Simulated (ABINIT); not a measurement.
# Beyond one shot: VCu3S4 (Sulvanite)

Aim: iterate the self-energy on VCu3S4 (Sulvanite) and follow the gap from cycle to cycle.

Calculated with ABINIT 10.8.3; LDA and many-body steps on it, plane waves.

In doubt: a PseudoDojo file used here is known to give poor structures and forces, which bears on pressures, cells, forces and phonons.

## Step 1: The starting structure

The structure is cubic, space group P-43m (No. 215). Conventional cell: a = 5.391 Å, b = 5.391 Å, c = 5.391 Å, α = 90.00°, β = 90.00°, γ = 90.00°. Nearest to V lie 4 S at 2.21 Å. Nearest to Cu lie 4 S at 2.30 Å. S has 1 V at 2.21 Å and 3 Cu at 2.30 Å nearest. Farther neighbours and most contacts between anions are not listed.

As a file:

```cif
data_structure
_symmetry_space_group_name_H-M 'P 1'
_symmetry_Int_Tables_number 1
_cell_length_a 5.3912
_cell_length_b 5.3912
_cell_length_c 5.3912
_cell_angle_alpha 90.000
_cell_angle_beta 90.000
_cell_angle_gamma 90.000
_cell_volume 156.70
loop_
_atom_site_label
_atom_site_type_symbol
_atom_site_fract_x
_atom_site_fract_y
_atom_site_fract_z
_atom_site_occupancy
V1 V 0.00000 0.00000 0.00000 1
Cu2 Cu 0.50000 0.00000 0.00000 1
Cu3 Cu 0.00000 0.50000 0.00000 1
Cu4 Cu 0.00000 0.00000 0.50000 1
S5 S 0.23720 0.23720 0.23720 1
S6 S 0.23720 0.76280 0.76280 1
S7 S 0.76280 0.76280 0.23720 1
S8 S 0.76280 0.23720 0.76280 1
```

The cell and positions come from the Crystallography Open Database and are kept as given unless a step says otherwise.

## Step 2: Empty states on the mesh, 2×2×2 mesh, 210 bands

This step: ABINIT 10.8.3; DFT, LDA, plane waves, norm-conserving pseudopotentials.

The sums over transitions need many empty states on a uniform mesh; this step solves for them.

File run.abi:

```
acell 3*1.0 Angstrom
rprim 
  5.391200000000 0.000000000000 0.000000000000
  0.000000000000 5.391200000000 0.000000000000
  0.000000000000 0.000000000000 5.391200000000
ntypat 3
znucl 23 29 16
natom 8
typat 1 2 2 2 3 3 3 3
xred 
  0.000000000000 0.000000000000 0.000000000000
  0.500000000000 0.000000000000 0.000000000000
  0.000000000000 0.500000000000 0.000000000000
  0.000000000000 0.000000000000 0.500000000000
  0.237200000000 0.237200000000 0.237200000000
  0.237200000000 0.762800000000 0.762800000000
  0.762800000000 0.762800000000 0.237200000000
  0.762800000000 0.237200000000 0.762800000000
pp_dirpath "pseudos"
pseudos "V.upf, Cu.upf, S.upf"
ecut 38
ngkpt 2 2 2
nshiftk 1
shiftk 0 0 0
kptopt 1
chksymbreak 0
iscf -2
irdden 1
istwfk *1
nband 210
nbdbuf 18
tolwfr 1e-09
nstep 60
prtvol 0
indata_prefix "in"
outdata_prefix "out"
tmpdata_prefix "tmp"
```

Started as:

```console
> OMP_NUM_THREADS=1 mpirun -n 8 abinit run.abi > log
```

Numbers of over 12 decimals in the logs are rounded to 6 here.

The program printed:

```text
.Version 10.8.3 of ABINIT. v10.8.2 released Aug 2026.

 Symmetries : space group P-4 3 m (#215); Bravais cP (primitive cubic)
[... echo of the input left out ...]
== DATASET  1 ==================================================================
-   mpi_nproc: 8, omp_nthreads: 1 (-1 if OMP is not activated)
-    --> not optimal distribution: autoparal keyword recommended in input file <--

--- !DatasetInfo
iteration_state: {dtset: 1, }
dimensions: {natom: 8, nkpt: 4, mband: 210, nsppol: 1, nspinor: 1, nspden: 1, mpw: 11872, }
cutoff_energies: {ecut:  38.0, pawecutdg:  -1.0, }
[...]
1.89234    1.89234    1.89234    1.89745    1.89745    1.90984    1.90984    1.90984
   1.94561    1.94561    1.94561    1.94921    1.94921    1.94921    1.97393    2.01115
   2.01116    2.01329
 prteigrs : prtvol=0 or 1, do not print more k-points.

== END DATASET(S) ==============================================================
================================================================================

 -outvars: echo values of variables after computation  --------
            nband         210
             nkpt           4
          spgroup         215
 [... the other variables as echoed above ...]

 Calculation completed.
```

Elapsed: 2.2 min, on 8 MPI ranks of Arm Neoverse V1, shared host; peak memory 0.79 GiB.

Numbers from this step:

```yaml
gap: 0.9837 eV
k_of_the_valence_top: 0.5, 0.5, 0.5
k_of_the_conduction_bottom: 0.5, 0, 0
least_direct_gap: 1.388 eV
k_points_computed: 4
lowest_point_of_the_top_converged_band_above_the_valence_top: 46.91 eV
```

On this mesh the gap is 0.984 eV.

The density comes from a self-consistent run that is not shown.

## Step 3: Screening, 2×2×2 mesh, 192 bands, screening to 130.6 eV

The RPA dielectric matrix is built and inverted for each q.

This step: RPA screening on LDA, plane waves, norm-conserving pseudopotentials.

Changes to run.abi since step 2:

```diff
@@ -26,10 +26,11 @@
 chksymbreak 0
-iscf -2
-irdden 1
 istwfk *1
-nband 210
-nbdbuf 18
-tolwfr 1e-09
-nstep 60
-prtvol 0
+occopt 1
+irdwfk 1
+optdriver 3
+nband 192
+ecuteps 4.8
+inclvkb 2
+awtr 1
+symchi 1
 indata_prefix "in"
```

The program printed:

```text
.Version 10.8.3 of ABINIT. v10.8.2 released Aug 2026.

 Symmetries : space group P-4 3 m (#215); Bravais cP (primitive cubic)
[... echo of the input left out ...]
== DATASET  1 ==================================================================
-   mpi_nproc: 8, omp_nthreads: 1 (-1 if OMP is not activated)

--- !DatasetInfo
iteration_state: {dtset: 1, }
dimensions: {natom: 8, nkpt: 4, mband: 192, nsppol: 1, nspinor: 1, nspden: 1, mpw: 11872, }
cutoff_energies: {ecut:  38.0, pawecutdg:  -1.0, }
electrons: {nelect:   9.40000000E+01, charge:   0.00000000E+00, occopt:   1.00000000E+00, tsmear:   1.00000000E-02, }

 SCREENING: Calculation of the susceptibility and dielectric matrices

 Based on a program developped by R.W. Godby, V. Olevano, G. Onida, and L. Reining.
 Incorporated in ABINIT by V. Olevano, G.-M. Rignanese, and M. Torrent.
.Using double precision arithmetic ; gwpc =  8

[... cell and pseudopotentials left out ...]
--------------------------------------------------------------------------------

 ==== K-mesh for the wavefunctions ====
 Number of points in the irreducible wedge :     4
[... list of points left out ...]
 Together with 24 symmetry operations and time-reversal symmetry
 yields     8 points in the full Brillouin Zone.

 ==== Q-mesh for the screening function ====
 Number of points in the irreducible wedge :     4
[... list of points left out ...]
 Together with 24 symmetry operations and time-reversal symmetry
 yields     8 points in the full Brillouin Zone.

 setmesh: FFT mesh size selected  =    40x   40x   40
          total number of points  =        64000

 vcoul_init : cutoff-mode = AUXILIARY_FUNCTION
 q-points for optical limit:   1
     1)      0.000010    0.000020    0.000030

- screening: taking advantage of time-reversal symmetry
- Maximum band index for partially occupied states nbvw = 47
- Remaining bands to be divided among processors   nbcw = 145
- Number of bands treated by each node ~18

 Number of electrons calculated from density =   94.0000; Expected =   94.0000
 average of density, n =  0.088895
 r_s =    1.3900
 omega_plasma =   28.7603 [eV]

 calculating chi0 at frequencies [eV] :
  1    0.000000E+00    0.000000E+00
  2    0.000000E+00    2.876028E+01

--------------------------------------------------------------------------------
  q-point number  1        q = ( 0.000000, 0.000000, 0.000000) [r.l.u.]
--------------------------------------------------------------------------------
[... chi0 elements left out ...]
 For q-point:  0.000010 0.000020 0.000030
  dielectric constant =   7.7950
  dielectric constant without local fields =  10.0043

  Average fulfillment of the sum rule on Im[epsilon] for q-point    1 :     38.99  [%]
[... wings left out ...]
  q-point number  2        q = ( 0.500000, 0.000000, 0.000000) [r.l.u.]
--------------------------------------------------------------------------------
[... chi0 elements left out ...]
  Average fulfillment of the sum rule on Im[epsilon] for q-point    2 :     42.46  [%]

 [... 2 further q-points ...]
```

Elapsed: 78 s, on 8 MPI ranks; peak memory 3.9 GiB.

This step gave:

```
ε∞ with local fields, on this mesh, along the program's q direction : 7.795
the same without local fields                                       : 10.00
plasma frequency                                                    : 28.76 eV
plane waves in the screening matrix                                 : 515
```

Local fields lower ε∞ by 22 %. On a Γ-centred mesh this coarse the value itself is usually too large, while a short band sum pulls it down.

## Step 4: G0W0

The self-energy is evaluated for the states that the input lists, and the levels follow from it, in one-shot runs by the linearised quasiparticle equation.

This step: G0W0 on LDA, plane waves, norm-conserving pseudopotentials.

Changes to run.abi since step 3:

```diff
@@ -29,8 +29,21 @@
 irdwfk 1
-optdriver 3
+optdriver 4
 nband 192
+gwcalctyp 0
+ecutsigx 38
+symsigma 1
+nkptgw 4
+kptgw 
+  0.5000000000 0.5000000000 0.5000000000
+  0.5000000000 0.0000000000 0.0000000000
+  0.5000000000 0.5000000000 0.0000000000
+  0.0000000000 0.0000000000 0.0000000000
+bdgw 
+  45 49
+  46 49
+  45 49
+  45 49
 ecuteps 4.8
-inclvkb 2
-awtr 1
-symchi 1
+irdscr 1
+ppmodel 1
 indata_prefix "in"
```

The program printed:

```text
.Version 10.8.3 of ABINIT. v10.8.2 released Aug 2026.

 Symmetries : space group P-4 3 m (#215); Bravais cP (primitive cubic)
[... echo of the input left out ...]
== DATASET  1 ==================================================================
-   mpi_nproc: 8, omp_nthreads: 1 (-1 if OMP is not activated)

--- !DatasetInfo
iteration_state: {dtset: 1, }
dimensions: {natom: 8, nkpt: 4, mband: 192, nsppol: 1, nspinor: 1, nspden: 1, mpw: 11872, }
cutoff_energies: {ecut:  38.0, pawecutdg:  -1.0, }
electrons: {nelect:   9.40000000E+01, charge:   0.00000000E+00, occopt:   1.00000000E+00, tsmear:   1.00000000E-02, }

 SIGMA: Calculation of the GW corrections

 Based on a program developped by R.W. Godby, V. Olevano, G. Onida, and L. Reining.
 Incorporated in ABINIT by V. Olevano, G.-M. Rignanese, and M. Torrent.
.Using double precision arithmetic ; gwpc =  8

[... cell and pseudopotentials left out ...]
--------------------------------------------------------------------------------

 ==== K-mesh for the wavefunctions ====
 Number of points in the irreducible wedge :     4
[... list of points left out ...]
 Together with 24 symmetry operations and time-reversal symmetry
 yields     8 points in the full Brillouin Zone.

 ==== Q-mesh for screening function ====
 Number of points in the irreducible wedge :     4
[... list of points left out ...]
 Together with 24 symmetry operations and time-reversal symmetry
 yields     8 points in the full Brillouin Zone.

 vcoul_init : cutoff-mode = AUXILIARY_FUNCTION
 q-points for optical limit:   1
     1)      0.000010    0.000020    0.000030
 setmesh: FFT mesh size selected  =    60x   60x   60
          total number of points  =       216000

 Number of electrons calculated from density =   94.0000; Expected =   94.0000
 average of density, n =  0.088895
 r_s =    1.3900
 omega_plasma =   28.7603 [eV]

 === KS Band Gaps ===
  >>>> For spin  1
   Minimum direct gap =   1.3875 [eV], located at k-point      :   0.5000  0.5000  0.0000
   Fundamental gap    =   0.9836 [eV], Top of valence bands at :   0.5000  0.5000  0.5000
                                       Bottom of conduction at :   0.5000  0.0000  0.0000
 SIGMA fundamental parameters:
 PLASMON POLE MODEL  1
 number of plane-waves for SigmaX                11753
 number of plane-waves for SigmaC and W            515
 number of plane-waves for wavefunctions         11753
 number of bands                                   192
 number of independent spin polarizations            1
 number of spinorial components                      1
 number of k-points in IBZ                           4
 number of q-points in IBZ                           4
 number of symmetry operations                      24
 number of k-points in BZ                            8
 number of q-points in BZ                            8
 number of frequencies for dSigma/dE                 9
 frequency step for dSigma/dE [eV]                0.25
 number of omega for Sigma on real axis              0
 max omega for Sigma on real axis  [eV]           0.00
 zcut for avoiding poles [eV]                     0.10

 EPSILON^-1 parameters (SCR file):
 dimension of the eps^-1 matrix on file            515
 dimension of the eps^-1 matrix used               515
 number of plane-waves for wavefunctions         11753
 number of bands                                   192
 number of q-points in IBZ                           4
 number of frequencies                               2
 number of real frequencies                          1
 number of imag frequencies                          1

 matrix elements of self-energy operator (all in [eV])

 Perturbative Calculation

--- !SelfEnergy_ee
iteration_state: {dtset: 1, }
kpoint     : [   0.500,    0.500,    0.500, ]
spin       : 1
KS_gap     :    1.530
QP_gap     :    2.655
Delta_QP_KS:    1.126
data: !SigmaeeData |
     Band     E0 <VxcDFT>   SigX SigC(E0)      Z dSigC/dE  Sig(E)    E-E0       E
       45   4.198 -21.975 -26.325   4.341   0.750  -0.333 -21.982  -0.007   4.192
       46   4.198 -21.975 -26.325   4.341   0.750  -0.333 -21.982  -0.007   4.192
       47   4.198 -21.975 -26.325   4.341   0.750  -0.333 -21.982  -0.007   4.192
       48   5.728 -20.272 -15.030  -3.725   0.738  -0.355 -19.153   1.119   6.847
       49   5.728 -20.272 -15.030  -3.725   0.738  -0.355 -19.153   1.119   6.847

--- !SelfEnergy_ee
iteration_state: {dtset: 1, }
kpoint     : [   0.500,    0.000,    0.000, ]
spin       : 1
KS_gap     :    1.567
QP_gap     :    2.743
Delta_QP_KS:    1.176
data: !SigmaeeData |
     Band     E0 <VxcDFT>   SigX SigC(E0)      Z dSigC/dE  Sig(E)    E-E0       E
       46   3.615 -22.959 -27.618   4.743   0.742  -0.348 -22.897   0.062   3.677
[...]
--- !SelfEnergy_ee
iteration_state: {dtset: 1, }
kpoint     : [   0.500,    0.500,    0.000, ]
spin       : 1
KS_gap     :    1.387
QP_gap     :    2.779
Delta_QP_KS:    1.392
data: !SigmaeeData |
     Band     E0 <VxcDFT>   SigX SigC(E0)      Z dSigC/dE  Sig(E)    E-E0       E
[...]
--- !SelfEnergy_ee
iteration_state: {dtset: 1, }
kpoint     : [   0.000,    0.000,    0.000, ]
spin       : 1
KS_gap     :    1.741
QP_gap     :    2.811
Delta_QP_KS:    1.070
data: !SigmaeeData |
     Band     E0 <VxcDFT>   SigX SigC(E0)      Z dSigC/dE  Sig(E)    E-E0       E
[...]
47   3.563 -24.990 -29.071   4.521   0.732  -0.366 -24.667   0.322   3.885
       48   5.304 -23.037 -17.007  -4.114   0.727  -0.376 -21.645   1.392   6.696
       49   5.304 -23.037 -17.007  -4.114   0.727  -0.376 -21.645   1.392   6.696

 New Fermi energy :        1.824530E-01 Ha ,    4.964799E+00 eV

 === QP Band Gaps ===
  >>>> For spin  1
   Minimum direct gap =   2.6552 [eV], located at k-point      :   0.5000  0.5000  0.5000
   Fundamental gap    =   2.2280 [eV], Top of valence bands at :   0.5000  0.5000  0.5000
                                       Bottom of conduction at :   0.5000  0.0000  0.0000

== END DATASET(S) ==============================================================
================================================================================

 -outvars: echo values of variables after computation  --------
           etotal      0.0000000000E+00
            nband         192
             nkpt           4
          spgroup         215
 [... the other variables as echoed above ...]

 Calculation completed.
```

It took 35 s on 8 MPI ranks; peak memory 2.5 GiB.

This step gave:

| Item | Value |
| --- | --- |
| G0W0 gap on the mesh | 2.228 eV |
| starting gap on the mesh | 0.9837 eV |
| k of the valence top | 0.5, 0.5, 0.5 |
| k of the conduction bottom | 0.5, 0, 0 |
| Z at the valence top | 0.75 |
| Z at the conduction bottom | 0.739 |
| least direct G0W0 gap on the computed points | 2.655 eV |

The gap on the mesh goes from 0.98 eV to 2.23 eV, a correction of +1.24 eV.

## Step 5: evGW0, cycle 1

This step: evGW0 on LDA, plane waves, norm-conserving pseudopotentials.

Changes to run.abi since step 4:

```diff
@@ -31,3 +31,3 @@
 nband 192
-gwcalctyp 0
+gwcalctyp 10
 ecutsigx 38
@@ -36,11 +36,11 @@
 kptgw 
-  0.5000000000 0.5000000000 0.5000000000
+  0.0000000000 0.0000000000 0.0000000000
   0.5000000000 0.0000000000 0.0000000000
   0.5000000000 0.5000000000 0.0000000000
-  0.0000000000 0.0000000000 0.0000000000
+  0.5000000000 0.5000000000 0.5000000000
 bdgw 
-  45 49
-  46 49
-  45 49
-  45 49
+  21 62
+  21 62
+  21 62
+  21 62
 ecuteps 4.8
```

The program printed:

```text
.Version 10.8.3 of ABINIT. v10.8.2 released Aug 2026.

 Symmetries : space group P-4 3 m (#215); Bravais cP (primitive cubic)
[... echo of the input left out ...]
== DATASET  1 ==================================================================
-   mpi_nproc: 8, omp_nthreads: 1 (-1 if OMP is not activated)

--- !DatasetInfo
iteration_state: {dtset: 1, }
dimensions: {natom: 8, nkpt: 4, mband: 192, nsppol: 1, nspinor: 1, nspden: 1, mpw: 11872, }
cutoff_energies: {ecut:  38.0, pawecutdg:  -1.0, }
electrons: {nelect:   9.40000000E+01, charge:   0.00000000E+00, occopt:   1.00000000E+00, tsmear:   1.00000000E-02, }

 SIGMA: Calculation of the GW corrections

 Based on a program developped by R.W. Godby, V. Olevano, G. Onida, and L. Reining.
 Incorporated in ABINIT by V. Olevano, G.-M. Rignanese, and M. Torrent.
.Using double precision arithmetic ; gwpc =  8

[... cell and pseudopotentials left out ...]
--------------------------------------------------------------------------------

 ==== K-mesh for the wavefunctions ====
 Number of points in the irreducible wedge :     4
[... list of points left out ...]
 Together with 24 symmetry operations and time-reversal symmetry
 yields     8 points in the full Brillouin Zone.

 ==== Q-mesh for screening function ====
 Number of points in the irreducible wedge :     4
[... list of points left out ...]
 Together with 24 symmetry operations and time-reversal symmetry
 yields     8 points in the full Brillouin Zone.

 vcoul_init : cutoff-mode = AUXILIARY_FUNCTION
 q-points for optical limit:   1
     1)      0.000010    0.000020    0.000030
 setmesh: FFT mesh size selected  =    60x   60x   60
          total number of points  =       216000

 Number of electrons calculated from density =   94.0000; Expected =   94.0000
[...]
--- !SelfEnergy_ee
iteration_state: {dtset: 1, }
kpoint     : [   0.500,    0.500,    0.000, ]
spin       : 1
KS_gap     :    1.387
QP_gap     :    2.779
Delta_QP_KS:    1.392
data: !SigmaeeData |
     Band     E_DFT   <VxcDFT>   E(N-1)  <Hhartree>   SigX  SigC[E(N-1)]    Z     dSigC/dE  Sig[E(N)]  DeltaE  E(N)_pert E(N)_diago
[...]
--- !SelfEnergy_ee
iteration_state: {dtset: 1, }
kpoint     : [   0.500,    0.500,    0.500, ]
spin       : 1
KS_gap     :    1.530
QP_gap     :    2.655
Delta_QP_KS:    1.126
data: !SigmaeeData |
     Band     E_DFT   <VxcDFT>   E(N-1)  <Hhartree>   SigX  SigC[E(N-1)]    Z     dSigC/dE  Sig[E(N)]  DeltaE  E(N)_pert E(N)_diago
[...]
61    12.292   -12.672    12.292    24.964    -6.892    -4.610     0.781    -0.280   -11.758     0.914    13.206    13.463
       62    12.292   -12.672    12.292    24.964    -6.892    -4.610     0.781    -0.280   -11.758     0.914    13.206    13.463

 New Fermi energy :        2.029845E-01 Ha ,    5.523490E+00 eV

 === QP Band Gaps ===
  >>>> For spin  1
   Minimum direct gap =   3.0551 [eV], located at k-point      :   0.5000  0.5000  0.5000
   Fundamental gap    =   2.6681 [eV], Top of valence bands at :   0.5000  0.5000  0.5000
                                       Bottom of conduction at :   0.5000  0.0000  0.0000

 writing QP data on file : out_QPS

 Convergence of QP corrections
 >>>>> For spin  1 <<<<<
.  kptgw no:  1; Maximum DeltaE = (  -0.050  -0.000) for band index: 28
.  kptgw no:  2; Maximum DeltaE = (  -0.018  -0.002) for band index: 29
.  kptgw no:  3; Maximum DeltaE = (   0.014   0.005) for band index: 28
.  kptgw no:  4; Maximum DeltaE = (  -0.001  -0.001) for band index: 30

== END DATASET(S) ==============================================================
================================================================================

 -outvars: echo values of variables after computation  --------
           etotal      0.0000000000E+00
            nband         192
             nkpt           4
          spgroup         215
 [... the other variables as echoed above ...]

 Calculation completed.
```

It took 4.6 min on 8 MPI ranks; peak memory 7.8 GiB; 37 min of CPU time.

Numbers from this step:

```
quasiparticle gap on the mesh                         : 2.669 eV
gap of the density functional on the mesh             : 0.9837 eV
k of the valence top                                  : 0.5, 0.5, 0.5
k of the conduction bottom                            : 0.5, 0, 0
Z at the valence top                                  : 0.75
Z at the conduction bottom                            : 0.739
least direct quasiparticle gap on the computed points : 3.056 eV
```

Against G0W0 in ABINIT (2×2×2 mesh, 192 bands, screening to 130.6 eV, Godby-Needs plasmon pole), the gap moves by +0.441 eV. This first cycle still uses the starting levels; it takes the full correction, at all points of the mesh, and its linearised value is 2.228 eV.

(Part 1 of 3 ends here.)

[Paths, hosts, dates, memory and timing lines, banners, echoed tables and standing remarks are left out of the program output.]

[Logs are printed without paths, hosts, clocks, repeated set-up lines and the standing remarks that a program may print on its own settings, such as how far it seeks lower states.]

[Runs of the session that timed out or met a known fault of the program may be left out.]

[Hosts, paths, dates, database ids (printed as entryN), source tags and the programs' standing remarks are cut or masked in the printed files.]

[G0W0 gaps are taken among the corrected bands and points alone; a level outside them can change the order at an edge.]

[Where Ansatz stands beside ABINIT at settings called matched, ABINIT's density can come from a denser mesh and the files from another edition; pairs whose starting gaps differed by over 0.03 eV were left out, so agreement reads better than it is.]
